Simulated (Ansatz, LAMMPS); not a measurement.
# Settings and their price: glassy 79TiO2-21SiO2 (mol %) (99 atoms)

Density of this cell: 2.82 g/cm³. The cell holds 99 atoms: 26 Ti, 7 Si and 66 O. Cell: a = 11.376 Å, b = 11.376 Å, c = 11.376 Å, α = 90.0°, β = 90.0°, γ = 90.0°. 99 atoms (26 Ti, 7 Si, 66 O) placed at random at 3.23 g/cm³, melted at 4000 K for 10 ps at fixed volume with the Morse and Coulomb pair potential with partial charges (Pedone, Malavasi, Menziani, Cormack and Segre, J. Phys. Chem. B 110, 11780 (2006)). Quenched from 4000 K to 300 K at 50 K/ps and fixed volume, held 10 ps at zero pressure.

Geometry: as built.

Reference run: Kohn-Sham DFT, PBE, PAW (set soft_2), plane waves (Ansatz 0.2.0), cutoff 420 eV, Γ point, fixed occupations.

```
r.m.s. force component                           : 1.043 eV/Å
pressure                                         : 7.579 GPa
gap (highest filled to lowest empty level) : 2.743 eV
SCF cycles                                       : 12
time                                             : 20 s on 8 threads of Intel Xeon Platinum 8259CL at 2.50GHz (Skylake/Cascade Lake), shared host
```

Variants, in no order:
A. support functions medium, spacing 0.238 Å
B. support functions medium, spacing 0.211 Å
C. support functions medium, spacing 0.33 Å

Q: Order the variants from the smallest to the largest r.m.s. change of the forces.

B, A, C.

| variant | Δ force, r.m.s. (meV/Å) | share of r.m.s. force (%) |
| --- | --- | --- |
| B. support functions medium, spacing 0.211 Å | 1.35 | 0.130 |
| A. support functions medium, spacing 0.238 Å | 3.29 | 0.316 |
| C. support functions medium, spacing 0.33 Å | 96.8 | 9.28 |

[Logs are printed without paths, hosts, clocks, repeated set-up lines and the standing remarks that a program may print on its own settings, such as how far it seeks lower states.]

[Hosts, paths, dates, database ids (printed as entryN), source tags and the programs' standing remarks are cut or masked in the printed files.]
